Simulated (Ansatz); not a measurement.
# Settings and their price: generalised stacking fault on (111) (glide set) of a Ge-Si solid solution (72 atoms)

The cell holds 72 atoms: 51 Ge and 21 Si. Cell: a = 6.849 Å, b = 11.862 Å, c = 19.704 Å, α = 90.0°, β = 83.3°, γ = 90.0°. It derives from Ge and Si. Diamond-structure Ge lattice (a = 5.5919 Å, the value set for the mixture), cell with z along [111], 1 x 3 x 2 periods; the third cell vector is tilted by 0.333 of 1/2[11-2] and lengthened by 0.2 Å, so the cell holds one fault (glide set); displaced by a Gaussian of 0.01 Å; 21 of 72 Ge sites given to Si at random (lattice constant by Vegard's rule between Ge and Si).

Geometry: as built.

Reference run: Kohn-Sham DFT, PBE, PAW (set soft_2), plane waves (Ansatz 0.2.0), cutoff 420 eV, k-mesh 5×3×2, gaussian smearing of 0.025 eV.

- r.m.s. force component: 0.4685 eV/Å
- pressure: 2.164 GPa
- gap (highest filled to lowest empty level): 0.1652 eV
- SCF cycles: 12
- time: 20 min on 4 threads of Arm Neoverse V2, shared host

**Question.** The cell is repeated and solved at Γ. How do error, time and memory go?
- plane waves, 72 atoms (1×1×1)
- support functions, 72 atoms (1×1×1)
- plane waves, 144 atoms (2×1×1)
- support functions, 144 atoms (2×1×1)

Differences are against the typed cell on a 5×3×2 mesh, which samples like Γ on 2160 atoms (r.m.s. force component 0.468 eV/Å, gap 0.165 eV). Every repeated cell is solved at Γ, and forces are averaged over the copies of each atom. Hardware: 4 threads of Arm Neoverse V2, shared host.

| atoms | repeats | basis | Δ force, r.m.s. (meV/Å) | Δ energy (meV/atom) | less plane waves of the same size (meV/atom) | gap (eV) | spread among copies (meV/Å) | SCF cycles | time | host memory (GiB) |
| --- | --- | --- | --- | --- | --- | --- | --- | --- | --- | --- |
| 72 | 1×1×1 | plane waves | 206 | 93.5 | - | - | - | 11 | 18 s | 2.2 |
| 72 | 1×1×1 | support functions | 206 | 92.5 | -1.1 | 0.189 | - | 12 | 1.7 min | 3.6 |
| 144 | 2×1×1 | plane waves | 22.9 | 66.9 | - | - | 0 | 11 | 96 s | 6.1 |
| 144 | 2×1×1 | support functions | 22.9 | 65.8 | -1.1 | 0.204 | 0 | 14 | 4 min | 6.0 |

Repeating the cell at Γ samples more k-points: in plane waves the energy difference from the dense mesh goes from 93.5 meV/atom at 72 atoms to 66.9 at 144, and the force difference from 206 to 23 meV/Å. At equal size the support functions lie 1.1 meV/atom below plane waves, likely because their grid holds more waves than 420 eV; no run tests this. At the largest size the support functions' forces differ from the reference by 4.9 % of the r.m.s. force, which holds the difference of sampling between the two as well as that of the basis. In some support-function runs the search for missed states was left out or partial.

[Hosts, paths, dates, database ids (printed as entryN), source tags and the programs' standing remarks are cut or masked in the printed files.]
